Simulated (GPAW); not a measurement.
**A GW chain in GPAW: AlH3 (R-3c)**

Aim: the G0W0 gap of AlH3 (R-3c) on LDA, step by step.

Main program and level: GPAW 26.7.0; LDA and many-body steps on it, plane waves.

## (1) Set-up

The structure is trigonal, space group R-3c (No. 167). The conventional cell has a = 4.449 Å, b = 4.449 Å, c = 11.804 Å, α = 90.00°, β = 90.00°, γ = 120.00°. Nearest to Al lie 6 H at 1.72 Å. Nearest to H lie 2 Al at 1.72 Å. Farther neighbours are not listed.

The cell and positions come from the Crystallography Open Database and are kept as given unless a step says otherwise.

## (2) Ground state

This step: GPAW 26.7.0; DFT, LDA, plane waves, PAW.

The ground-state density comes first.

Input file run.py:

```python
import json
import numpy as np
from gpaw.mpi import world
from ase import Atoms
from gpaw import GPAW, PW, FermiDirac

atoms = Atoms(['Al', 'Al', 'H', 'H', 'H', 'H', 'H', 'H'],
    cell=[[2.2246500000, 1.2844022764, 3.9345666667],
      [-2.2246500000, 1.2844022764, 3.9345666667],
      [0.0000000000, -2.5688045527, 3.9345666667]],
    scaled_positions=[[0.0000000000, 0.0000000000, 0.0000000000],
      [0.5000000000, 0.5000000000, 0.5000000000],
      [0.8780000000, 0.6220000000, 0.2500000000],
      [0.2500000000, 0.8780000000, 0.6220000000],
      [0.6220000000, 0.2500000000, 0.8780000000],
      [0.1220000000, 0.3780000000, 0.7500000000],
      [0.7500000000, 0.1220000000, 0.3780000000],
      [0.3780000000, 0.7500000000, 0.1220000000]],
    pbc=(True, True, True))
calc = GPAW(mode=PW(600),
    xc='LDA',
    kpts={'size': (6, 6, 6), 'gamma': True},
    occupations=FermiDirac(0.001),
    nbands=-10,
    convergence={'density': 1e-6, 'bands': -3},
    maxiter=100,
    txt='gs.txt')
atoms.calc = calc
res = {'energy': atoms.get_potential_energy()}
kpts = calc.get_ibz_k_points()
res['kpts'] = kpts
res['eigenvalues'] = [calc.get_eigenvalues(kpt=k) for k in range(len(kpts))]
res['n_electrons'] = calc.get_number_of_electrons()
calc.write('gs.gpw')

if world.rank == 0:
    with open('result.json', 'w') as f:
        json.dump(res, f, default=lambda x: x.tolist())
```

Started as:

```console
mpirun -n 4 gpaw python run.py
```

Numbers of over 12 decimals in the logs are rounded to 6 here.

Log:

```text
__  _  _
 | _ |_)|_||  |
 |__||  | ||/\| - 26.7.0

Input parameters:
  mode=PW(ecut=600.0),
  convergence={'density': 1e-06, 'bands': -3},
  kpts=MonkhorstPack(size=(6, 6, 6), gamma=True),
  maxiter=100,
  nbands=-10,
  occupations=Occupations(name='fermi-dirac', width=0.001, fixmagmom=False),
  xc=XC(name='LDA')
  [... matrices ...]
Diagonalizing LCAO Hamiltonian
Converting LCAO to pw mode

        H     H
             H
          HAl
               H
         H

           Al

Atoms  # Å, Bohr magnetons
|   | symbol |         x |         y |        z |    initial magnetic moments |
| 0 |     Al |  0.000000 |  0.000000 | 0.000000 | ( 0.0000,  0.0000,  0.0000) |
| 1 |     Al |  0.000000 |  0.000000 | 5.901850 | ( 0.0000,  0.0000,  0.0000) |
| 2 |      H |  0.569510 |  1.284402 | 6.885492 | ( 0.0000,  0.0000,  0.0000) |
| 3 |      H | -1.397080 | -0.148991 | 6.885492 | ( 0.0000,  0.0000,  0.0000) |
| 4 |      H |  0.827570 | -1.135412 | 6.885492 | ( 0.0000,  0.0000,  0.0000) |
| 5 |      H | -0.569510 | -1.284402 | 4.918208 | ( 0.0000,  0.0000,  0.0000) |
| 6 |      H |  1.397080 |  0.148991 | 4.918208 | ( 0.0000,  0.0000,  0.0000) |
| 7 |      H | -0.827570 |  1.135412 | 4.918208 | ( 0.0000,  0.0000,  0.0000) |

Unit cell  # Å
| periodic |         x |         y |        z |  lengths |    angles |
|      yes |  2.224650 |  1.284402 | 3.934567 | 4.698890 | 56.515856 |
|      yes | -2.224650 |  1.284402 | 3.934567 | 4.698890 | 56.515856 |
|      yes |  0.000000 | -2.568805 | 3.934567 | 4.698890 | 56.515856 |

Number of symmetries: 6
Symmetry operations  # r_c * U_cc + t_c -> r_c
|   | kind |            matrix            |
| 0 |  E   |  1, 0, 0,  0, 1, 0,  0, 0, 1 |
| 1 |  C3  |  0, 1, 0,  0, 0, 1,  1, 0, 0 |
| 2 |  C3  |  0, 0, 1,  1, 0, 0,  0, 1, 0 |
| 3 |  S6  |  0, 0,-1, -1, 0, 0,  0,-1, 0 |
| 4 |  S6  |  0,-1, 0,  0, 0,-1, -1, 0, 0 |
| 5 |  i   | -1, 0, 0,  0,-1, 0,  0, 0,-1 |

BZ-sampling:
  Number of BZ points: 216
  Number of IBZ points: 40

  Monkhorst-Pack size: [6, 6, 6]
  Monkhorst-Pack shift: [0.083333, 0.083333, 0.083333]

K-points  # in reciprocal-cell coordinates
|     |                                coordinates |     weight |
|   0 | (  0.00000000,   0.00000000,   0.00000000) | 0.00462963 |
|   1 | (  0.16666667,   0.00000000,  -0.16666667) | 0.02777778 |
|   2 | (  0.16666667,   0.00000000,   0.00000000) | 0.02777778 |
|   3 | (  0.16666667,   0.16666667,  -0.16666667) | 0.02777778 |
|   4 | (  0.16666667,   0.16666667,   0.00000000) | 0.02777778 |
|   5 | (  0.16666667,   0.16666667,   0.16666667) | 0.00925926 |
|   6 | (  0.33333333,  -0.16666667,  -0.33333333) | 0.02777778 |
|   7 | (  0.33333333,  -0.16666667,  -0.16666667) | 0.02777778 |
|   8 | (  0.33333333,  -0.16666667,   0.00000000) | 0.02777778 |
|   9 | (  0.33333333,  -0.16666667,   0.16666667) | 0.02777778 |
| ... |                                            |            |
|  39 | (  0.50000000,   0.50000000,   0.50000000) | 0.00462963 |

Plane wave coefficients: 2270
Cutoff: 600.0 eV

Spin-components: 1 (collinear spins)
Bands:           16
Projectors:      28
Spin-degeneracy: 2
Datatype:        complex128

  Storage: CPU
  Wave functions: 23_193_600 bytes (5_798_400 per core)
  Projectors: 36_240_000 bytes (9_060_000 per core)
  [... matrices ...]
Parallelization:
  kpt:    4
  domain: 1
  band:   1

Density:
  Valence electrons: 12.0
  Components: 1
  Grid points: [27 27 27]
  Charge: 0.0  # |e|

Potential:
  Grid points: [27 27 27]

species:
  Al:
    name:    Aluminium
    Z:       13.0
    valence: 3
    core:    10
    charge:  0.0  # [|e|]
    compensation charges:
      type: gauss
      rc: 0.34  # [Å]
      lmax: 2
    cutoffs:
      filter: 1.91  # [Å]
      core: 2.36  # [Å]
    projectors
    | kind |    occ | energy [eV] | rcut [Å] |
    |   3s |  2.000 |      -7.830 |    1.085 |
    |   3p |  1.000 |      -2.783 |    1.085 |
    |    s |        |      19.382 |    1.085 |
    |    p |        |      24.428 |    1.085 |
    |    d |        |       0.000 |    1.085 |

    Using partial waves for Al as LCAO basis

  H:
    name:    Hydrogen
    Z:       1.0
    valence: 1
    core:    0
    charge:  0.0  # [|e|]
    compensation charges:
      type: gauss
      rc: 0.15  # [Å]
      lmax: 2
    cutoffs:
      filter: 0.85  # [Å]
      core: 0.53  # [Å]
    projectors
    | kind |    occ | energy [eV] | rcut [Å] |
    |   1s |  1.000 |      -6.353 |    0.476 |
    |    s |        |      20.858 |    0.476 |
    |    p |        |       0.000 |    0.476 |

    Using partial waves for H as LCAO basis

Reference energy: -13229.616365  # eV

eigensolver:
  PPCG
  Converge bands: -3
  niter=2

density mixing:
  MSR1-Mixer
  Pratt-step length: 0.05
  Maximum mixing coefficient: 0.75
  Old densities: 10
  SVD Regularization: 0.005
  Good broyden scale: 1.0
  Trust region scale: 1.0
  Backstep threshold: 4.0
  History deletion threshold: 6.0
  Fourier metric: weight=20.0, sigma=0.015

occupation numbers:
  Fermi-Dirac:
    width: 0.0010  # eV

poisson solver:
  ecut: 4800.0  # eV

xc functional:
  name: None

Initialization done in: 1.185 s

convergence criteria:
- Maximum integral of absolute [dens]ity change: 1e-06 electrons / valence electron
- Maximum [total energy] change in last 3 cyles: 0.0005 eV / valence electron
- Maximum integral of absolute [eigenst]ate change: 4e-08 eV^2 / valence electron
maximum number of iterations: 100

SCF iterations
|iter     |     time |      energy | eigst |  dens |
|iter:   1|  |  -30.862497 | +1.38 |       |
|iter:   2|  |  -30.699250 | +0.08 | -0.52 |
|iter:   3|  |  -29.497880 | -1.20 | -0.54 |
|iter:   4|  |  -29.454563 | -2.38 | -1.22 |
|iter:   5|  |  -29.454317 | -3.78 | -2.12 |
|iter:   6|  |  -29.454344c| -5.22 | -2.71 |
|iter:   7|  |  -29.454346c| -6.28 | -3.28 |
|iter:   8|  |  -29.454346c| -7.19 | -4.72 |
|iter:   9|  |  -29.454346c| -8.01c| -5.30 |
|iter:  10|  |  -29.454346c| -8.43c| -6.14c|

Converged in 10 steps
SCF loop duration: 7.308 s (0.731 s/step)
Energy contributions relative to reference atoms: (reference = -13229.616365)
  [... matrices ...]
Energy contributions:
  Kinetic:          27.568054
  Coulomb:         -26.328682
  Zero:             -0.012456
  External:          0.000000
  Xc:              -30.681261
  Entropy:          -0.000000
  Spinorbit:         0.000000
  ----------------------------
  Free energy:     -29.454346
  Extrapolated:    -29.454346

dipole moment: (0.000000, -0.000000, -20.241900)  # |e|*Ang

Fermi level: 1.215
Eigenvalues  # (at kpt = [0.000, 0.000, 0.000])
| band index |      eig [eV] | occ [0-2] |
|          0 |        -8.278 |     2.000 |
|          1 |        -1.881 |     2.000 |
|          2 |        -1.227 |     2.000 |
|          3 |        -1.227 |     2.000 |
|          4 |         0.511 |     2.000 |
|          5 |         0.511 |     2.000 |
|          6 |         2.518 |     0.000 |
|          7 |         6.178 |     0.000 |
|          8 |         6.252 |     0.000 |
|          9 |         6.252 |     0.000 |
|         10 |         7.346 |     0.000 |
|         11 |         7.346 |     0.000 |
|         12 |         7.429 |     0.000 |
|         13 |         9.497 |     0.000 |
|        ... |               |           |
|         15 |        18.414 |     0.000 |

Gap: 1.956 eV
Transition (v -> c):
  (s=0, k=25, n=5, [0.50, 0.00, 0.33]) -> (s=0, k=0, n=6, [0.00, 0.00, 0.00])
Direct/indirect transitions are different
Direct gap: 2.007 eV
Transition at: (s=0, k=0, n=5, [0.00, 0.00, 0.00])
# Writing to gs.gpw (mode='')
  [... matrices ...]
```

Elapsed: 10 s, on 4 MPI ranks of Arm Neoverse V1, shared host; peak memory 0.8 GiB.

Numbers from this step:

- total energy: -29.45 eV
- gap: 1.956 eV
- k of the valence top: 0.5, 0, 0.3333
- k of the conduction bottom: 0, 0, 0
- least direct gap: 2.007 eV

The gap is indirect, with the least direct gap 0.05 eV higher.

## (3) Bands along the symmetry lines

Levels along a band path, at the cheap level, show where the edges lie and whether the meshes to come will hold them.

Input file run.py:

```python
import json
import numpy as np
from gpaw.mpi import world
from gpaw import GPAW

path = [[0.000000, 0.000000, 0.000000],
    [0.062500, 0.062500, 0.062500],
    [0.125000, 0.125000, 0.125000],
    [0.187500, 0.187500, 0.187500],
    [0.250000, 0.250000, 0.250000],
    [0.312500, 0.312500, 0.312500],
    [0.375000, 0.375000, 0.375000],
    [0.437500, 0.437500, 0.437500],
    [0.500000, 0.500000, 0.500000],
    [0.532786, 0.467214, 0.500000],
    [0.565573, 0.434427, 0.500000],
    [0.598359, 0.401641, 0.500000],
    [0.631146, 0.368854, 0.500000],
    [0.663932, 0.336068, 0.500000],
    [0.696718, 0.303282, 0.500000],
    [0.729505, 0.270495, 0.500000],
    [0.762291, 0.237709, 0.500000],
    [0.500000, -0.237709, 0.237709],
    [0.500000, -0.207995, 0.207995],
    [0.500000, -0.178282, 0.178282],
    [0.500000, -0.148568, 0.148568],
    [0.500000, -0.118854, 0.118854],
    [0.500000, -0.089141, 0.089141],
    [0.500000, -0.059427, 0.059427],
    [0.500000, -0.029714, 0.029714],
    [0.500000, 0.000000, 0.000000],
    [0.437500, 0.000000, 0.000000],
    [0.375000, 0.000000, 0.000000],
    [0.312500, 0.000000, 0.000000],
    [0.250000, 0.000000, 0.000000],
    [0.187500, 0.000000, 0.000000],
    [0.125000, 0.000000, 0.000000],
    [0.062500, 0.000000, 0.000000],
    [0.000000, 0.000000, 0.000000],
    [0.046107, -0.046107, 0.000000],
    [0.092214, -0.092214, 0.000000],
    [0.138320, -0.138320, 0.000000],
    [0.184427, -0.184427, 0.000000],
    [0.230534, -0.230534, 0.000000],
    [0.276641, -0.276641, 0.000000],
    [0.322748, -0.322748, 0.000000],
    [0.368854, -0.368854, -0.000000],
    [0.631146, 0.000000, 0.368854],
    [0.614752, 0.000000, 0.385248],
    [0.598359, 0.000000, 0.401641],
    [0.581966, 0.000000, 0.418034],
    [0.565573, 0.000000, 0.434427],
    [0.549180, 0.000000, 0.450820],
    [0.532786, 0.000000, 0.467214],
    [0.516393, 0.000000, 0.483607],
    [0.500000, 0.000000, 0.500000],
    [0.437500, 0.000000, 0.437500],
    [0.375000, 0.000000, 0.375000],
    [0.312500, 0.000000, 0.312500],
    [0.250000, 0.000000, 0.250000],
    [0.187500, 0.000000, 0.187500],
    [0.125000, 0.000000, 0.125000],
    [0.062500, 0.000000, 0.062500],
    [0.000000, 0.000000, 0.000000]]
calc = GPAW('gs.gpw').fixed_density(kpts=path,
    symmetry='off',
    nbands=16,
    convergence={'bands': 12},
    txt='bands.txt')
res = {}
kpts = calc.get_ibz_k_points()
res['kpts'] = kpts
res['eigenvalues'] = [calc.get_eigenvalues(kpt=k) for k in range(len(kpts))]
res['n_electrons'] = calc.get_number_of_electrons()

if world.rank == 0:
    with open('result.json', 'w') as f:
        json.dump(res, f, default=lambda x: x.tolist())
```

Started as:

```console
mpirun -n 4 gpaw python run.py
```

Log:

```text
Diagonalizing LCAO Hamiltonian
Converting LCAO to pw mode
convergence criteria:
- Maximum integral of absolute [eigenst]ate change: 4e-08 eV^2 / valence electron
maximum number of iterations: 100

SCF iterations
|iter     |     time |      energy | eigst |  dens |
|iter:   1|  |             | +1.21 |       |
|iter:   2|  |             | +0.06 |       |
|iter:   3|  |             | -1.26 |       |
|iter:   4|  |             | -3.01 |       |
|iter:   5|  |             | -4.91 |       |
|iter:   6|  |             | -6.08 |       |
|iter:   7|  |             | -7.21 |       |
|iter:   8|  |             | -7.98c|       |
SCF steps: 8
  __  _  _
 | _ |_)|_||  |
 |__||  | ||/\| - 26.7.0

Input parameters:
  mode=PW(ecut=600.0),
  convergence={'bands': 12},
  gpts=array([27, 27, 27]),
  kpts=KPoints(kpts=array([[ 0.      ,  0.      ,  0.      ],
         [ 0.0625  ,  0.0625  ,  0.0625  ],
         [ 0.125   ,  0.125   ,  0.125   ],
         [ 0.1875  ,  0.1875  ,  0.1875  ],
[...]
[ 0.532786,  0.467214,  0.5     ],
         [ 0.565573,  0.434427,  0.5     ],
         [ 0.598359,  0.401641,  0.5     ],
[...]
[ 0.5     , -0.237709,  0.237709],
         [ 0.5     , -0.207995,  0.207995],
         [ 0.5     , -0.178282,  0.178282],
[...]
[ 0.5     , -0.059427,  0.059427],
         [ 0.5     , -0.029714,  0.029714],
[...]
[ 0.322748, -0.322748,  0.      ],
         [ 0.368854, -0.368854, -0.      ],
         [ 0.631146,  0.      ,  0.368854],
         [ 0.614752,  0.      ,  0.385248],
         [ 0.598359,  0.      ,  0.401641],
         [ 0.581966,  0.      ,  0.418034],
         [ 0.565573,  0.      ,  0.434427],
[...]
[ 0.532786,  0.      ,  0.467214],
         [ 0.516393,  0.      ,  0.483607],
[...]
[ 0.125   ,  0.      ,  0.125   ],
         [ 0.0625  ,  0.      ,  0.0625  ],
         [ 0.      ,  0.      ,  0.      ]])),
  maxiter=100,
  nbands=16,
  occupations=Occupations(name='fermi-dirac', width=0.001, fixmagmom=False),
  parallel={},
  symmetry=Symmetry(point_group=False, time_reversal=False),
  xc=XC(name='LDA')
  [... matrices ...]
timing:  # [seconds]
  Total: 0.025  # ━━━━━━━━━━━━━━━━━━━━━━━━━━━━━━━━━━━━━━━━━━━━━━━━━━━━━━━━━━━
```

Run time: 11 s. Hardware: 4 MPI ranks; peak memory 0.85 GiB.

This step gave:

```yaml
gap: 1.943 eV
k_of_the_valence_top: 0.582, 0, 0.418
k_of_the_conduction_bottom: 0, 0, 0
least_direct_gap: 2.007 eV
```

The gap is 1.943 eV, −0.013 eV from the run before at this level.

Electronic bands along the path, in eV, zero at the top of the highest filled band; v1 is the highest filled band, c1 the lowest empty one:

```tsv
point	v4	v3	v2	v1	c1	c2	c3	c4
Γ	-1.80	-1.80	-0.06	-0.06	1.94	5.60	5.68	5.68
halfway	-1.71	-1.71	-0.52	-0.52	3.50	5.78	6.07	6.07
T	-1.29	-1.29	-1.29	-1.29	4.53	4.53	8.16	8.16
halfway	-2.91	-2.91	-0.63	-0.63	5.42	5.42	7.05	7.05
H2	-4.05	-4.05	-0.72	-0.72	5.64	5.64	8.12	8.12
jump to H0	-4.05	-4.05	-0.72	-0.72	5.64	5.64	8.12	8.12
halfway	-2.92	-2.92	-1.09	-1.09	5.11	5.11	7.03	7.03
L	-1.75	-1.75	-1.41	-1.41	3.66	3.66	7.41	7.41
halfway	-2.20	-1.89	-0.76	-0.51	3.01	4.77	5.66	6.17
Γ	-1.80	-1.80	-0.06	-0.06	1.94	5.60	5.68	5.68
halfway	-2.92	-1.63	-1.24	-0.70	3.47	5.04	5.96	6.48
S0	-4.29	-2.86	-2.17	-0.12	5.88	6.08	6.52	8.41
jump to S2	-4.29	-2.86	-2.17	-0.12	5.88	6.08	6.52	8.41
halfway	-4.45	-3.15	-2.67	-0.01	5.32	7.05	7.07	8.29
F	-3.76	-3.25	-3.11	-0.07	5.29	7.32	7.55	7.65
halfway	-2.70	-2.59	-1.96	-0.02	4.13	5.47	6.41	6.50
Γ	-1.80	-1.80	-0.06	-0.06	1.94	5.60	5.68	5.68
```

## (4) Empty states on the mesh, 4×4×4 mesh, 237 bands

The sums over transitions need many empty states on a uniform mesh; this step solves for them.

Input file run.py:

```python
import json
import numpy as np
from gpaw.mpi import world
from gpaw import GPAW

calc = GPAW('gs.gpw').fixed_density(kpts={'size': (4, 4, 4), 'gamma': True},
    parallel={'domain': 1, 'band': 1},
    txt='nscf.txt')
calc.diagonalize_full_hamiltonian(nbands=237)
calc.write('full.gpw', mode='all')
res = {}
kpts = calc.get_ibz_k_points()
res['kpts'] = kpts
res['eigenvalues'] = [calc.get_eigenvalues(kpt=k) for k in range(len(kpts))]
res['n_electrons'] = calc.get_number_of_electrons()

if world.rank == 0:
    with open('result.json', 'w') as f:
        json.dump(res, f, default=lambda x: x.tolist())
```

Started as:

```console
mpirun -n 4 gpaw python run.py
```

Log:

```text
Diagonalizing LCAO Hamiltonian
Converting LCAO to pw mode
convergence criteria:
- Maximum integral of absolute [eigenst]ate change: 4e-08 eV^2 / valence electron
maximum number of iterations: 100

SCF iterations
|iter     |     time |      energy | eigst |  dens |
|iter:   1|  |             | +1.40 |       |
|iter:   2|  |             | +0.17 |       |
|iter:   3|  |             | -1.23 |       |
[...]
|iter:   7|  |             | -6.31 |       |
|iter:   8|  |             | -7.13 |       |
|iter:   9|  |             | -8.07c|       |
SCF steps: 9
  __  _  _
 | _ |_)|_||  |
 |__||  | ||/\| - 26.7.0

Input parameters:
  mode=PW(ecut=600.0),
  convergence={'density': 1e-06, 'bands': -3},
  gpts=array([27, 27, 27]),
  kpts=MonkhorstPack(size=(4, 4, 4), gamma=True),
  maxiter=100,
  nbands=16,
  occupations=Occupations(name='fermi-dirac', width=0.001, fixmagmom=False),
  parallel={'domain': 1, 'band': 1},
  xc=XC(name='LDA')
Matrix size: 2265x2265
# Writing to full.gpw (mode='all')
  [... matrices ...]

timing:  # [seconds]
  Total: 50.669  # ━━━━━━━━━━━━━━━━━━━━━━━━━━━━━━━━━━━━━━━━━━━━━━━━━━━━━━━━━━
```

It took 56 s on 4 MPI ranks; peak memory 2.4 GiB.

This step gave:

```yaml
gap: 1.959 eV
k_of_the_valence_top: 0.25, 0.25, 0
k_of_the_conduction_bottom: 0, 0, 0
least_direct_gap: 2.007 eV
k_points_computed: 14
lowest_point_of_the_top_converged_band_above_the_valence_top: 123.1865 eV
```

On this mesh the gap is 1.959 eV.

(Continued in part 2 of 2.)

[Paths, hosts, dates, memory and timing lines, banners, echoed tables and standing remarks are left out of the program output.]

[Logs are printed without paths, hosts, clocks, repeated set-up lines and the standing remarks that a program may print on its own settings, such as how far it seeks lower states.]

[Runs of the session that timed out or met a known fault of the program may be left out.]

[Hosts, paths, dates, database ids (printed as entryN), source tags and the programs' standing remarks are cut or masked in the printed files.]
